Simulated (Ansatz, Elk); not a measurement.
# AlCo2: X-ray structure factors from the self-consistent density

Structure refinements treat a crystal as free atoms side by side. For a made-up structure of AlCo2 (cell and positions from a PBE relaxation) the runs below show what the calculated density changes in F(hkl).

Main program and level: Elk 11.2.3 (patched build); DFT, PBE, all-electron APW+lo, Dirac cores, scalar-relativistic bands, static density, ferromagnetic start.

The structure was built from a prototype and need not be the compound's stable phase.

## (1) Set-up

Symmetry: Fm-3m, No. 225, cubic system. The conventional cell has a = 5.472 Å, b = 5.472 Å, c = 5.472 Å, α = 90.00°, β = 90.00°, γ = 90.00°. Nearest to Co lie 4 Al at 2.37 Å. Nearest to Al lie 8 Co at 2.37 Å. Farther neighbours are not listed.

## (2) Ground state and structure factors

An all-electron density is needed, since X-rays see the cores too. Task 0 finds the density and task 195 Fourier-transforms it; tshift is off so that phases refer to the origin typed.

elk.in reads:

```
tasks
  0
  195
  196

xctype
  20

spinpol
  .true.

rgkmax
  7.0

gmaxvr
  14.0

lmaxo
  7

lmaxapw
  8

swidth
  0.002

tshift
  .false.

ramdisk
  .false.

hmaxvr
  5.5

maxscl
  120

epspot
  1e-06

reducebf
  0.8

sppath
  './'

avec
  -0.00000000000 5.16984493253 5.16984493253
  5.16984493253 -0.00000000000 5.16984493253
  5.16984493253 5.16984493253 -0.00000000000

atoms
  2
  'Co.in'
  2
  0.7500000000 0.7500000000 0.7500000000   0.000000 0.000000 -0.050000
  0.2500000000 0.2500000000 0.2500000000   0.000000 0.000000 -0.050000
  'Al.in'
  1
  0.0000000000 -0.0000000000 -0.0000000000   0.000000 0.000000 0.000000

ngridk
  6 6 6
```

Command:

```console
> OMP_NUM_THREADS=4 elk
```

Numbers of over 12 decimals in the logs are rounded to 6 here.

What it wrote:

```text
┌─────────────────────────┐
│ Elk code version 11.2.3 │
└─────────────────────────┘

All units are atomic (Hartree, Bohr, etc.)

┌─────────────────────────────────────────────────┐
│ Ground-state run starting from atomic densities │
└─────────────────────────────────────────────────┘

Lattice vectors :
  -0.000000000       5.169844933       5.169844933
   5.169844933      -0.000000000       5.169844933
   5.169844933       5.169844933      -0.000000000

Reciprocal lattice vectors :
 -0.6076763800      0.6076763800      0.6076763800
  0.6076763800     -0.6076763800      0.6076763800
  0.6076763800      0.6076763800     -0.6076763800

Unit cell volume      :    276.3519580
Brillouin zone volume :   0.8975880439

Muffin-tin inner radius fraction :   0.1000000000E-01

Nuclei treated as point charges

Species : 1 (Co)
 parameters loaded from : Co.in
 name : cobalt
 nuclear charge    :   -27.00000000
 electronic charge :    27.00000000
 atomic mass :    107428.6517
 muffin-tin radius :    2.309852371
 number of radial points in muffin-tin :    993
 inner part over the whole radius :   0.9953147587E-02
 number on inner part of muffin-tin    :    700
 approximate nuclear radius :   0.7243775530E-04
 number of mesh points to nuclear radius :    334
 atomic positions (lattice), magnetic fields (Cartesian) :
  1 :  -0.25000000 -0.25000000 -0.25000000    0.00000000  0.00000000 -0.05000000
  2 :   0.25000000  0.25000000  0.25000000    0.00000000  0.00000000 -0.05000000

Species : 2 (Al)
 parameters loaded from : Al.in
 name : aluminium
 nuclear charge    :   -13.00000000
 electronic charge :    13.00000000
 atomic mass :    49184.33496
 muffin-tin radius :    2.117364674
 number of radial points in muffin-tin :    793
 inner part over the whole radius :   0.9936279907E-02
 number on inner part of muffin-tin    :    552
 approximate nuclear radius :   0.5839653600E-04
 number of mesh points to nuclear radius :    244
 atomic positions (lattice), magnetic fields (Cartesian) :
  1 :   0.00000000  0.00000000  0.00000000    0.00000000  0.00000000  0.00000000

Total number of atoms per unit cell :    3
Total muffin-tin volume :    143.0082099
 ratio of muffin-tin to unit cell volume :   0.5174857848

Spin treatment :
 spin-polarised
 global magnetic field (Cartesian) :    0.000000000       0.000000000       0.000000000
 collinear magnetisation in z-direction

Number of Bravais lattice symmetries :   48
Number of crystal symmetries         :   48
Crystal has inversion symmetry
Real symmetric eigensolver will be used

k-point grid :      6     6     6
k-point offset :    0.000000000       0.000000000       0.000000000
k-point set is reduced with full crystal symmetry group
Total number of k-points :       16

Muffin-tin radius times maximum |G+k| :    7.000000000
 using average radius
Maximum |G+k| for APW functions       :    3.117082325
Maximum (1/2)|G+k|²                   :    4.858101110
Maximum |G| for potential and density :    14.00000000
Constant for pseudocharge density :    8
 order of it for each species :   15  15
 order of it for pair densities of each species (exact exchange by exxq0 0: 16) :   10   8
Radial integration step length :    1

G-vector grid sizes :     35    35    35
Number of G-vectors :    12675

Maximum angular momentum used for
 APW functions            :    8
 outer part of muffin-tin :    7
 inner part of muffin-tin :    2

Total nuclear charge    :   -67.00000000
Total core charge       :    28.00000000
Total valence charge    :    39.00000000
Total excess charge     :    0.000000000
Total electronic charge :    67.00000000

Effective Wigner radius, rₛ :   0.9948700984

Number of empty states         :     36
Total number of valence states :    112
Total number of core states    :     28

Third-order local-orbitals added for an l without core states : T
Total number of local-orbitals :     54

Exchange-correlation functional :     20     0     0
 Perdew-Burke-Ernzerhof, Phys. Rev. Lett. 77, 3865 (1996)
[...]
total in muffin-tins        :    3.140681261
 total moment                :    2.960551516

RMS change in Kohn-Sham potential (target) :    4.079425740     (  0.1000000000E-05)
Absolute change in total energy (target)   :    1.352923247     (  0.1000000000E-03)

[... loops 3 to 17 left out ...]

┌──────────────────┐
│ Loop number : 18 │
└──────────────────┘

Energies :
 Fermi                       :     0.231971
 sum of occupied eigenvalues :     -1739.0828150078
 electron kinetic            :      3071.5171113157
 core electron kinetic       :      2739.1363290848
 Coulomb                     :     -5963.1895469112
 Coulomb potential           :     -4631.4648901452
 nuclear-nuclear             :     -492.00311483097
 electron-nuclear            :     -6327.0715205907
 Hartree                     :      855.88508851053
 Madelung                    :     -3647.4571018386
 xc potential                :     -179.08268706197
 xc effective B-field        :    -0.52343131367546E-01
 external B-field            :      0.000000
 exchange                    :     -135.01119501156
 correlation                 :     -3.045256
 electron entropic           :    -0.18845986628686E-02
 total energy                :     -3029.7307710771
 (external B-field energy excluded from total)

Density of states at Fermi energy :    140.8847619
 (states/Hartree/unit cell)

Estimated indirect band gap :   0.4494887332E-03
 from k-point 14 to k-point 7
Estimated direct band gap   :   0.5200759801E-02
 at k-point 7

Charges :
 core                        :    28.00000000
 valence                     :    39.00000000
 interstitial                :    3.590117489
 muffin-tins (core leakage)
  species : 1 (Co)
[...]
species : 2 (Al)
[...]
total in muffin-tins        :    63.40988251
 total calculated charge     :    66.99757193
 total charge                :    67.00000000
 error                       :   0.2428074129E-02

Moments :
 interstitial                :  -0.5239411712E-01
 muffin-tins
  species : 1 (Co)
[...]
species : 2 (Al)
[...]
total in muffin-tins        :    2.212494655
 total moment                :    2.160100538

RMS change in Kohn-Sham potential (target) :   0.5939613549E-06 (  0.1000000000E-05)
Absolute change in total energy (target)   :   0.5497995517E-05 (  0.1000000000E-03)

Convergence targets achieved

┌──────────────────┐
│ Loop number : 19 │
└──────────────────┘

Energies :
 Fermi                       :     0.231970
 sum of occupied eigenvalues :     -1739.0827859628
 electron kinetic            :      3071.5171021519
 core electron kinetic       :      2739.1363354476
 Coulomb                     :     -5963.1895254695
 Coulomb potential           :     -4631.4648709439
 nuclear-nuclear             :     -492.00311483097
 electron-nuclear            :     -6327.0715001843
 Hartree                     :      855.88508954573
 Madelung                    :     -3647.4570899975
 xc potential                :     -179.08267281619
 xc effective B-field        :    -0.52339287530623E-01
 external B-field            :      0.000000
 exchange                    :     -135.01119275159
 correlation                 :     -3.045256
 electron entropic           :    -0.18847416462535E-02
 total energy                :     -3029.7307568142
 (external B-field energy excluded from total)

Density of states at Fermi energy :    140.8968244
 (states/Hartree/unit cell)

Estimated indirect band gap :   0.4491802968E-03
 from k-point 14 to k-point 7
Estimated direct band gap   :   0.5200417600E-02
 at k-point 7

Charges :
 core                        :    28.00000000
 valence                     :    39.00000000
 interstitial                :    3.590115174
 muffin-tins (core leakage)
  species : 1 (Co)
   atom 1                    :    26.03067086     (  0.7645371637E-03)
   atom 2                    :    26.03067086     (  0.7645371637E-03)
  species : 2 (Al)
   atom 1                    :    11.34854311     (  0.7631010392E-03)
 total in muffin-tins        :    63.40988483
 total calculated charge     :    66.99757192
 total charge                :    67.00000000
 error                       :   0.2428075422E-02

Moments :
 interstitial                :  -0.5238776162E-01
 muffin-tins
  species : 1 (Co)
   atom 1                    :    1.136772648
   atom 2                    :    1.136772648
  species : 2 (Al)
   atom 1                    :  -0.6112448157E-01
 total in muffin-tins        :    2.212420815
 total moment                :    2.160033054

┌──────────────────────────────┐
│ Self-consistent loop stopped │
└──────────────────────────────┘

Warning : core states of species 1 leak from the muffin-tin :   0.7645371637E-03

Warning : core states of species 2 leak from the muffin-tin :   0.7631010392E-03

Wrote STATE.OUT
```

Elapsed: 54 s, on 4 threads of Arm Neoverse V2, shared host; peak memory 0.2 GiB.

SFACRHO.OUT:

```text

h k l indices transformed by vhmat matrix:
   1.000000000       0.000000000       0.000000000    
   0.000000000       1.000000000       0.000000000    
   0.000000000       0.000000000       1.000000000    

      h      k      l  multipl.   |H|            Re(F)            Im(F)           |F|

      0      0      0      1   0.0000000       67.000000     -0.76924038E-17   67.000000    
     -1      0      0      8   1.0525264       9.9909135      0.24807405E-18   9.9909135    
     -1      0     -1      6   1.2153528      -34.080578     -0.16874438E-16   34.080578    
      1      0     -1     12   1.7187684       46.244578     -0.20055194E-16   46.244578    
     -2     -1     -2     24   2.0154345       7.7117977      0.18433027E-17   7.7117977    
      0      2      0      8   2.1050527      -26.492256     -0.44283301E-16   26.492256    
     -2      0     -2      6   2.4307055       38.370112     -0.36278805E-17   38.370112    
      0     -2      1     24   2.6487999       6.8303742     -0.20803403E-16   6.8303742    
     -2      1     -1     24   2.7176114      -22.178125      0.11176171E-16   22.178125    
     -3     -2     -3     24   2.9769941       33.094695      0.19603375E-16   33.094695    
     -3      0      0      8   3.1575791       5.9449900     -0.35704487E-16   5.9449900    
      1     -2     -2     24   3.1575791       5.9610855     -0.14633899E-17   5.9610855    
     -4     -2     -2     12   3.4375367       29.226202      0.40248928E-17   29.226202    
      1      2     -2     48   3.5950619       5.2818349     -0.21139677E-17   5.2818349    
     -3     -3     -4     24   3.6460583      -17.268900     -0.70744057E-18   17.268900    
      3      0      3      6   3.6460583      -17.210630      0.40534662E-17   17.210630    
     -1     -3     -4     24   3.8432829       26.274505      0.27741611E-17   26.274505    
      0     -4     -1     24   3.9848005       4.7025906     -0.97870833E-17   4.7025906
```

Elk indexes on the primitive cell of elk.in and gives |H| = 4π sin θ/λ in inverse bohr. Below, one row stands for each form hkl of the conventional cell (m members, Friedel mates merged), F is for one primitive cell and the density is static (no thermal factor). Free-atom factors are Waasmaier and Kirfel's, and R is Σm||F|−|F'||/Σm|F|.

```tsv
hkl	m	sin θ/λ (Å⁻¹)	abs F, DFT	neutral atoms	diff.
111	8	0.158	9.991	9.892	+0.099
200	6	0.183	34.081	33.970	+0.111
220	12	0.259	46.245	46.529	-0.284
311	24	0.303	7.712	7.837	-0.125
222	8	0.317	26.492	26.670	-0.178
400	6	0.365	38.370	38.494	-0.124
331	24	0.398	6.830	6.785	+0.045
420	24	0.409	22.178	22.233	-0.055
422	24	0.448	33.095	33.125	-0.030
333	8	0.475	5.945	5.957	-0.012
511	24	0.475	5.961	5.957	+0.004
440	12	0.517	29.226	29.227	-0.001
531	48	0.541	5.282	5.279	+0.003
442	24	0.548	17.269	17.253	+0.016
600	6	0.548	17.211	17.253	-0.042
620	24	0.578	26.274	26.286	-0.012
533	24	0.599	4.703	4.719	-0.016
622	24	0.606	15.777	15.768	+0.009
444	8	0.633	24.083	24.015	+0.067
711	24	0.653	4.262	4.255	+0.008
551	24	0.653	4.246	4.255	-0.008
640	24	0.659	14.711	14.668	+0.043
```

## (3) The magnetisation density

The same run holds the spin density, and task 196 transforms it. The order is that of the start, and no other was tried.

SFACMAG_1.OUT:

```text

h k l indices transformed by vhmat matrix:
   1.000000000       0.000000000       0.000000000    
   0.000000000       1.000000000       0.000000000    
   0.000000000       0.000000000       1.000000000    

      h      k      l  multipl.   |H|            Re(F)            Im(F)           |F|

      0      0      0      1   0.0000000       2.1600331     -0.16553502E-17   2.1600331    
     -1      0      0      8   1.0525264     -0.46510601E-01  0.93862533E-18  0.46510601E-01
     -1      0     -1      6   1.2153528      -1.8034346      0.37482014E-18   1.8034346    
      1      0     -1     12   1.7187684       1.3851105      0.18910574E-17   1.3851105    
     -2     -1     -2     24   2.0154345      0.17536116E-01  0.57138167E-18  0.17536116E-01
      0      2      0      8   2.1050527      -1.0877238      0.21311611E-17   1.0877238    
     -2      0     -2      6   2.4307055      0.83562735      0.45842863E-18  0.83562735    
      0     -2      1     24   2.6487999     -0.82433862E-02  0.93559526E-19  0.82433862E-02
     -2      1     -1     24   2.7176114     -0.69626432     -0.15775200E-18  0.69626432    
     -3     -2     -3     24   2.9769941      0.58177876     -0.77461564E-18  0.58177876    
     -3      0      0      8   3.1575791     -0.76499087E-04 -0.61181738E-18  0.76499087E-04
      1     -2     -2     24   3.1575791     -0.47625732E-02 -0.95513453E-19  0.47625732E-02
     -4     -2     -2     12   3.4375367      0.40083203     -0.75602660E-18  0.40083203    
      1      2     -2     48   3.5950619     -0.48351827E-02  0.96896526E-18  0.48351827E-02
     -3     -3     -4     24   3.6460583     -0.35308747      0.13356054E-18  0.35308747    
      3      0      3      6   3.6460583     -0.29010852     -0.35309939E-18  0.29010852
```

The total moment is 2.16 μB a cell; sphere moments: Co1 +1.14, Co2 +1.14, Al3 -0.06 μB. Polarised neutrons measure spin and orbital magnetisation together; without spin-orbit coupling the run gives the spin part:

```tsv
hkl	sin θ/λ (Å⁻¹)	abs F_M (μB)
111	0.158	0.046
200	0.183	1.803
220	0.259	1.385
311	0.303	0.018
222	0.317	1.088
400	0.365	0.836
331	0.398	0.008
420	0.409	0.696
422	0.448	0.582
333	0.475	0.000
511	0.475	0.005
440	0.517	0.401
531	0.541	0.005
442	0.548	0.353
```

## (4) The highest occupied states alone

An energy window below the Fermi level keeps the highest occupied states, to see at which angles they scatter; shallow core shells can lie inside it and anion s states outside. No new self-consistency is needed.

Edit elk.in of step 2 so:

```diff
@@ -1,5 +1,3 @@
 tasks
-  0
   195
-  196
 
@@ -44,2 +42,5 @@
 
+wsfac
+  -0.135520 0.531970
+
 sppath
```

Command:

```console
> OMP_NUM_THREADS=4 elk
```

What it wrote:

```text
┌─────────────────────────────────┐
│ Elk code version 11.2.3 started │
└─────────────────────────────────┘

Info(readinput): the functional depends on the density's gradient
 muffin-tin radial points multiplied by    2.00000
 (not where nrmtscf is given)

┌────────────────────┐
│ Current task : 195 │
└────────────────────┘
Info(checkmt): changed muffin-tin radius of species 1 (Co) from   2.4000 to   2.3099
Info(checkmt): changed muffin-tin radius of species 2 (Al) from   2.2000 to   2.1174

Info(sfacrho): density structure factors written to SFACRHO.OUT

 Energy window :  -0.1355200000      0.5319700000

┌──────────────────┐
│ Elk code stopped │
└──────────────────┘
```

The job ended after 4.7 s (4 threads; peak memory 0.14 GiB).

States within 10 eV below the Fermi level hold 21.00 electrons; any levels below the window count with the cores. Their amplitudes can exceed the total, where window and core parts have opposite phase:

```tsv
hkl	sin θ/λ (Å⁻¹)	abs F, window	abs F, all
111	0.158	0.651	9.991
200	0.183	10.229	34.081
220	0.259	7.395	46.245
311	0.303	0.173	7.712
222	0.317	5.887	26.492
400	0.365	4.685	38.370
331	0.398	0.054	6.830
420	0.409	3.851	22.178
422	0.448	3.242	33.095
333	0.475	0.048	5.945
```

[end of part 1 of 2]

[Logs are printed without paths, hosts, clocks, repeated set-up lines and the standing remarks that a program may print on its own settings, such as how far it seeks lower states.]

[Hosts, paths, dates, database ids (printed as entryN), source tags and the programs' standing remarks are cut or masked in the printed files.]
